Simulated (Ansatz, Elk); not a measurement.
**How far do independent atoms describe NiPtCl6?**

Structure refinements treat a crystal as free atoms side by side. For a made-up structure of NiPtCl6 (cell and positions from a PBE relaxation) the runs below show what the calculated density changes in F(hkl).

Main program and level: Elk 11.2.3 (patched build); DFT, PBE, all-electron APW+lo, Dirac cores, scalar-relativistic bands, static density, ferromagnetic start.

The structure was built from a prototype and need not be the compound's stable phase.

## Step 1: Starting point

The structure is trigonal, space group R-3 (No. 148). Conventional cell: a = 6.037 Å, b = 6.037 Å, c = 16.209 Å, α = 90.00°, β = 90.00°, γ = 120.00°. Nearest to Pt lie 6 Cl at 2.37 Å. Nearest to Ni lie 6 Cl at 2.40 Å. Nearest to Cl lie 1 Pt at 2.37 Å and 1 Ni at 2.40 Å. Farther neighbours and most contacts between anions are not listed.

## Step 2: Ground state and structure factors

An all-electron density is needed, since X-rays see the cores too. Task 0 finds the density and task 195 Fourier-transforms it; tshift is off so that phases refer to the origin typed.

elk.in

```
tasks
  0
  195
  196

xctype
  20

spinpol
  .true.

rgkmax
  7.0

gmaxvr
  14.0

lmaxo
  7

lmaxapw
  8

swidth
  0.002

tshift
  .false.

ramdisk
  .false.

hmaxvr
  5.5

maxscl
  120

epspot
  1e-06

reducebf
  0.8

sppath
  './'

avec
  5.70386460840 3.29312776679 10.21043555157
  -5.70386460840 3.29312776679 10.21043555157
  0.00000000000 -6.58625553446 10.21043555128

atoms
  3
  'Pt.in'
  1
  -0.0000000000 0.0000000000 0.0000000000   0.000000 0.000000 0.000000
  'Ni.in'
  1
  0.5000000000 0.5000000000 0.5000000000   0.000000 0.000000 -0.070000
  'Cl.in'
  6
  0.3995169767 0.0961642945 0.7554910191   0.000000 0.000000 0.000000
  0.0961642945 0.7554910191 0.3995169767   0.000000 0.000000 0.000000
  0.7554910191 0.3995169767 0.0961642945   0.000000 0.000000 0.000000
  0.6004830233 0.9038357055 0.2445089809   0.000000 0.000000 0.000000
  0.9038357055 0.2445089809 0.6004830233   0.000000 0.000000 0.000000
  0.2445089809 0.6004830233 0.9038357055   0.000000 0.000000 0.000000

ngridk
  4 4 4
```

Launch:

```sh
> OMP_NUM_THREADS=4 elk
```

Numbers of over 12 decimals in the logs are rounded to 6 here.

What it wrote:

```text
┌─────────────────────────┐
│ Elk code version 11.2.3 │
└─────────────────────────┘

All units are atomic (Hartree, Bohr, etc.)

┌─────────────────────────────────────────────────┐
│ Ground-state run starting from atomic densities │
└─────────────────────────────────────────────────┘

Lattice vectors :
   5.703864608       3.293127767       10.21043555
  -5.703864608       3.293127767       10.21043555
   0.000000000      -6.586255534       10.21043555

Reciprocal lattice vectors :
  0.5507831741      0.3179948138      0.2051229932
 -0.5507831741      0.3179948138      0.2051229932
  0.1069503248E-16 -0.6359896277      0.2051229932

Unit cell volume      :    1150.729662
Brillouin zone volume :   0.2155590680

Muffin-tin inner radius fraction :   0.1000000000E-01

Nuclei treated as point charges

Species : 1 (Pt)
 parameters loaded from : Pt.in
 name : platinum
 nuclear charge    :   -78.00000000
 electronic charge :    78.00000000
 atomic mass :    355605.4401
 muffin-tin radius :    2.481793927
 number of radial points in muffin-tin :   1393
 inner part over the whole radius :   0.9938089041E-02
 number on inner part of muffin-tin    :    997
 approximate nuclear radius :   0.1029052813E-03
 number of mesh points to nuclear radius :    526
 atomic positions (lattice), magnetic fields (Cartesian) :
  1 :   0.00000000  0.00000000  0.00000000    0.00000000  0.00000000  0.00000000

Species : 2 (Ni)
 parameters loaded from : Ni.in
 name : nickel
 nuclear charge    :   -28.00000000
 electronic charge :    28.00000000
 atomic mass :    106991.5231
 muffin-tin radius :    2.400000000
 number of radial points in muffin-tin :    993
 inner part over the whole radius :   0.9944305101E-02
 number on inner part of muffin-tin    :    701
 approximate nuclear radius :   0.7325707712E-04
 number of mesh points to nuclear radius :    335
 atomic positions (lattice), magnetic fields (Cartesian) :
  1 :   0.50000000  0.50000000  0.50000000    0.00000000  0.00000000 -0.07000000

Species : 3 (Cl)
 parameters loaded from : Cl.in
 name : chlorine
 nuclear charge    :   -17.00000000
 electronic charge :    17.00000000
 atomic mass :    64626.86550
 muffin-tin radius :    1.949980942
 number of radial points in muffin-tin :    793
 inner part over the whole radius :   0.9970562956E-02
 number on inner part of muffin-tin    :    553
 approximate nuclear radius :   0.6305718926E-04
 number of mesh points to nuclear radius :    255
 atomic positions (lattice), magnetic fields (Cartesian) :
  1 :   0.39951698  0.09616429 -0.24450898    0.00000000  0.00000000  0.00000000
  2 :   0.09616429 -0.24450898  0.39951698    0.00000000  0.00000000  0.00000000
  3 :  -0.24450898  0.39951698  0.09616429    0.00000000  0.00000000  0.00000000
  4 :  -0.39951698 -0.09616429  0.24450898    0.00000000  0.00000000  0.00000000
  5 :  -0.09616429  0.24450898 -0.39951698    0.00000000  0.00000000  0.00000000
  6 :   0.24450898 -0.39951698 -0.09616429    0.00000000  0.00000000  0.00000000

Total number of atoms per unit cell :    8
Total muffin-tin volume :    308.2868398
 ratio of muffin-tin to unit cell volume :   0.2679055299

Spin treatment :
 spin-polarised
 global magnetic field (Cartesian) :    0.000000000       0.000000000       0.000000000
 collinear magnetisation in z-direction

Number of Bravais lattice symmetries :   12
Number of crystal symmetries         :    6
Crystal has inversion symmetry
Real symmetric eigensolver will be used

k-point grid :      4     4     4
k-point offset :    0.000000000       0.000000000       0.000000000
k-point set is reduced with full crystal symmetry group
Total number of k-points :       14

Muffin-tin radius times maximum |G+k| :    7.000000000
 using average radius
Maximum |G+k| for APW functions       :    3.377221211
Maximum (1/2)|G+k|²                   :    5.702811555
Maximum |G| for potential and density :    14.00000000
Constant for pseudocharge density :    9
 order of it for each species :   16  16  16
[...]
┌──────────────────┐
│ Loop number : 19 │
└──────────────────┘

Energies :
 Fermi                       :     0.101106
 sum of occupied eigenvalues :     -13796.004052266
 electron kinetic            :      25437.938902952
 core electron kinetic       :      24341.458213559
 Coulomb                     :     -47584.690600054
 Coulomb potential           :     -38465.158419490
 nuclear-nuclear             :     -1712.4795310225
 electron-nuclear            :     -53306.744512532
 Hartree                     :      7434.5334435008
 Madelung                    :     -28352.111390308
 xc potential                :     -768.71800405480
 xc effective B-field        :    -0.66524672400712E-01
 external B-field            :      0.000000
 exchange                    :     -579.76843844714
 correlation                 :     -10.145490471471
 electron entropic           :    -0.47139490203309E-04
 total energy                :     -22736.665673160
 (external B-field energy excluded from total)

Density of states at Fermi energy :    1.790263227
 (states/Hartree/unit cell)

Estimated indirect band gap :   0.1601900901E-01
 from k-point 8 to k-point 8
Estimated direct band gap   :   0.1601900901E-01
 at k-point 8

Charges :
 core                        :    120.0000000
 valence                     :    88.00000000
 interstitial                :    15.53751803
 muffin-tins (core leakage)
  species : 1 (Pt)
[...]
species : 2 (Ni)
[...]
species : 3 (Cl)
[...]
total in muffin-tins        :    192.4624820
 total calculated charge     :    207.9977398
 total charge                :    208.0000000
 error                       :   0.2260217342E-02

Moments :
 interstitial                :   0.1299955452
 muffin-tins
  species : 1 (Pt)
[...]
species : 2 (Ni)
[...]
species : 3 (Cl)
[...]
total in muffin-tins        :    1.869210972
 total moment                :    1.999206517

RMS change in Kohn-Sham potential (target) :   0.8460961779E-06 (  0.1000000000E-05)
Absolute change in total energy (target)   :   0.9638440315E-04 (  0.1000000000E-03)

Convergence targets achieved

┌──────────────────┐
│ Loop number : 20 │
└──────────────────┘

Energies :
 Fermi                       :     0.101106
 sum of occupied eigenvalues :     -13796.004126980
 electron kinetic            :      25437.938878770
 core electron kinetic       :      24341.458150797
 Coulomb                     :     -47584.690681597
 Coulomb potential           :     -38465.158230136
 nuclear-nuclear             :     -1712.4795310225
 electron-nuclear            :     -53306.744865180
 Hartree                     :      7434.5337146061
 Madelung                    :     -28352.111566529
 xc potential                :     -768.71824367412
 xc effective B-field        :    -0.66525524661776E-01
 external B-field            :      0.000000
 exchange                    :     -579.76844433738
 correlation                 :     -10.145490568866
 electron entropic           :    -0.47136109895235E-04
 total energy                :     -22736.665784869
 (external B-field energy excluded from total)

Density of states at Fermi energy :    1.790120851
 (states/Hartree/unit cell)

Estimated indirect band gap :   0.1601929220E-01
 from k-point 8 to k-point 8
Estimated direct band gap   :   0.1601929220E-01
 at k-point 8

Charges :
 core                        :    120.0000000
 valence                     :    88.00000000
 interstitial                :    15.53751669
 muffin-tins (core leakage)
  species : 1 (Pt)
[...]
species : 2 (Ni)
[...]
species : 3 (Cl)
[...]
atom 4                    :    14.86046763     (  0.9863604458E-04)
   atom 5                    :    14.86046763     (  0.9863604458E-04)
   atom 6                    :    14.86046763     (  0.9863604458E-04)
 total in muffin-tins        :    192.4624833
 total calculated charge     :    207.9977398
 total charge                :    208.0000000
 error                       :   0.2260217706E-02

Moments :
 interstitial                :   0.1299891022
 muffin-tins
  species : 1 (Pt)
[...]
species : 2 (Ni)
[...]
species : 3 (Cl)
[...]
atom 4                    :   0.7105558711E-01
   atom 5                    :   0.7105558711E-01
   atom 6                    :   0.7105558711E-01
 total in muffin-tins        :    1.869217472
 total moment                :    1.999206574

┌──────────────────────────────┐
│ Self-consistent loop stopped │
└──────────────────────────────┘

Warning : core states of species 1 leak from the muffin-tin :   0.8069928435E-03

Warning : core states of species 2 leak from the muffin-tin :   0.2677292683E-03

Wrote STATE.OUT
```

It took 6.9 min on 4 threads of Arm Neoverse V1, shared host; peak memory 0.71 GiB.

SFACRHO.OUT:

```text

h k l indices transformed by vhmat matrix:
   1.000000000       0.000000000       0.000000000    
   0.000000000       1.000000000       0.000000000    
   0.000000000       0.000000000       1.000000000    

      h      k      l  multipl.   |H|            Re(F)            Im(F)           |F|

      0      0      0      1   0.0000000       208.00000     -0.47373015E-16   208.00000    
     -1     -1     -1      2  0.61536898       47.588112      0.31939164E-13   47.588112    
      0     -1      0      6  0.66825014       49.493658      0.10979088E-13   49.493658    
      1      0      1      6  0.75682533       102.81028      0.18963879E-13   102.81028    
     -1     -2     -1      6   1.0381184       88.886814     -0.25950571E-13   88.886814    
      1      0     -1      6   1.1015663       53.191939      0.39923955E-14   53.191939    
      2      2      1      6   1.2068011       43.351878     -0.77851713E-13   43.351878    
      2      2      2      2   1.2307380       14.967119     -0.12179925E-13   14.967119    
     -2     -1      0      6   1.2617953       108.31573     -0.99809888E-15   108.31573    
      1      2      0      6   1.2617953      -19.060590     -0.61882131E-13   19.060590    
      1      1     -1      6   1.2884125       42.030539     -0.11977187E-13   42.030539    
      0      0     -2      6   1.3365003       80.020328     -0.49904944E-14   80.020328    
     -2     -2      0      6   1.5136507       93.047765     -0.32937263E-13   93.047765    
     -2     -2     -3      6   1.5704074       41.407754      0.60884032E-13   41.407754    
     -1     -1     -3      6   1.6339576       44.068782      0.30442016E-13   44.068782    
      3      2      1      6   1.6517156       113.60703      0.90826998E-13   113.60703    
     -1     -2     -3      6   1.6517156       115.20893     -0.90826998E-13   115.20893    
      0      1     -2      6   1.6951269       49.527114      -0.0000000       49.527114
```

Elk indexes on the primitive cell of elk.in and gives |H| = 4π sin θ/λ in inverse bohr. Below, one row stands for each form hkl of the conventional cell (m members, Friedel mates merged), F is for one primitive cell and the density is static (no thermal factor). Free-atom factors are Waasmaier and Kirfel's, and R is Σm||F|−|F'||/Σm|F|.

```
   hkl  m  sin θ/λ (Å⁻¹)  abs F, DFT  neutral atoms   diff.     ions   diff.
   003  2          0.092      47.588         47.865  -0.277   46.186  +1.402
   101  6          0.101      49.494         49.823  -0.330   48.278  +1.216
   012  6          0.114     102.810        103.144  -0.334  100.421  +2.389
   104  6          0.156      88.887         89.320  -0.433   87.858  +1.029
   110  6          0.166      53.192         53.598  -0.406   52.185  +1.007
   015  6          0.181      43.352         43.650  -0.298   42.907  +0.444
   006  2          0.185      14.967         15.482  -0.515   14.600  +0.367
2 -1 3  6          0.190     108.316        108.175  +0.141  107.593  +0.723
   113  6          0.190      19.061         18.447  +0.613   19.177  -0.117
   021  6          0.194      42.031         42.359  -0.329   41.740  +0.290
   202  6          0.201      80.020         80.184  -0.164   79.738  +0.283
   024  6          0.228      93.048         92.894  +0.153   92.752  +0.295
   107  6          0.236      41.408         41.473  -0.065   41.186  +0.222
   205  6          0.246      44.069         44.032  +0.037   43.785  +0.284
2 -1 6  6          0.248     113.607        113.821  -0.214  113.732  -0.125
   116  6          0.248     115.209        115.439  -0.230  115.343  -0.134
3 -1 1  6          0.255      49.527         49.474  +0.053   49.245  +0.282
   211  6          0.255      32.160         32.270  -0.110   32.121  +0.039
```

The ions are Ni2+, Pt4+ and Cl−, by formal charge.

## Step 3: The magnetisation density

The same run holds the spin density, and task 196 transforms it. The order is that of the start, and no other was tried.

SFACMAG_1.OUT:

```text

h k l indices transformed by vhmat matrix:
   1.000000000       0.000000000       0.000000000    
   0.000000000       1.000000000       0.000000000    
   0.000000000       0.000000000       1.000000000    

      h      k      l  multipl.   |H|            Re(F)            Im(F)           |F|

      0      0      0      1   0.0000000       1.9992067     -0.11358631E-17   1.9992067    
     -1     -1     -1      2  0.61536898      -1.1781156      0.17973577E-14   1.1781156    
      0     -1      0      6  0.66825014      -1.1917109      0.41425002E-15   1.1917109    
      1      0      1      6  0.75682533       1.3355690      0.85774122E-15   1.3355690    
     -1     -2     -1      6   1.0381184       1.1921553     -0.14727807E-14   1.1921553    
      1      0     -1      6   1.1015663       1.0342562      0.28558884E-15   1.0342562    
      2      2      1      6   1.2068011      -1.0713056     -0.32594167E-14   1.0713056    
      2      2      2      2   1.2307380      0.79028536      0.27994773E-14  0.79028536    
     -2     -1      0      6   1.2617953     -0.84501068      0.14347671E-14  0.84501068    
      1      2      0      6   1.2617953      -1.2451998     -0.16204486E-14   1.2451998    
      1      1     -1      6   1.2884125      -1.0822752     -0.80120828E-15   1.0822752    
      0      0     -2      6   1.3365003      0.95329121     -0.62771062E-15  0.95329121    
     -2     -2      0      6   1.5136507       1.0928310     -0.13236507E-14   1.0928310    
     -2     -2     -3      6   1.5704074     -0.90039910      0.25410584E-14  0.90039910    
     -1     -1     -3      6   1.6339576     -0.83473268      0.10872845E-14  0.83473268    
      3      2      1      6   1.6517156       1.0383770      0.26765425E-14   1.0383770
```

The total moment is 2.00 μB a cell; sphere moments: Pt1 +0.08, Ni2 +1.36, Cl3 +0.07, Cl4 +0.07, Cl5 +0.07, Cl6 +0.07, Cl7 +0.07, Cl8 +0.07 μB. Polarised neutrons measure spin and orbital magnetisation together; without spin-orbit coupling the run gives the spin part:

```
   hkl  sin θ/λ (Å⁻¹)  abs F_M (μB)
   003          0.092         1.178
   101          0.101         1.192
   012          0.114         1.336
   104          0.156         1.192
   110          0.166         1.034
   015          0.181         1.071
   006          0.185         0.790
2 -1 3          0.190         0.845
   113          0.190         1.245
   021          0.194         1.082
   202          0.201         0.953
   024          0.228         1.093
   107          0.236         0.900
   205          0.246         0.835
```

## Step 4: The highest occupied states alone

An energy window below the Fermi level keeps the highest occupied states, to see at which angles they scatter; shallow core shells can lie inside it and anion s states outside. No new self-consistency is needed.

elk.in: that of step 2 with these lines changed.

```diff
@@ -1,5 +1,3 @@
 tasks
-  0
   195
-  196
 
@@ -44,2 +42,5 @@
 
+wsfac
+  -0.339890 0.401110
+
 sppath
```

Launch:

```sh
> OMP_NUM_THREADS=4 elk
```

What it wrote:

```text
┌─────────────────────────────────┐
│ Elk code version 11.2.3 started │
└─────────────────────────────────┘

Info(readinput): the functional depends on the density's gradient
 muffin-tin radial points multiplied by    2.00000
 (not where nrmtscf is given)

┌────────────────────┐
│ Current task : 195 │
└────────────────────┘
Info(checkmt): changed muffin-tin radius of species 1 (Pt) from   2.8000 to   2.4818
Info(checkmt): changed muffin-tin radius of species 3 (Cl) from   2.2000 to   1.9500

Info(sfacrho): density structure factors written to SFACRHO.OUT

 Energy window :  -0.3398900000      0.4011100000

┌──────────────────┐
│ Elk code stopped │
└──────────────────┘
```

The job ended after 30 s (4 threads; peak memory 0.46 GiB).

States within 12 eV below the Fermi level hold 50.00 electrons; any levels below the window count with the cores. Their amplitudes can exceed the total, where window and core parts have opposite phase:

```
   hkl  sin θ/λ (Å⁻¹)  abs F, window  abs F, all
   003          0.092          1.385      47.588
   101          0.101          0.936      49.494
   012          0.114         15.082     102.810
   104          0.156         10.677      88.887
   110          0.166          3.869      53.192
   015          0.181          2.475      43.352
   006          0.185          1.972      14.967
2 -1 3          0.190          7.568     108.316
   113          0.190         12.149      19.061
   021          0.194          2.718      42.031
```

(Part 1 of 2 ends here.)

[Logs are printed without paths, hosts, clocks, repeated set-up lines and the standing remarks that a program may print on its own settings, such as how far it seeks lower states.]

[Hosts, paths, dates, database ids (printed as entryN), source tags and the programs' standing remarks are cut or masked in the printed files.]
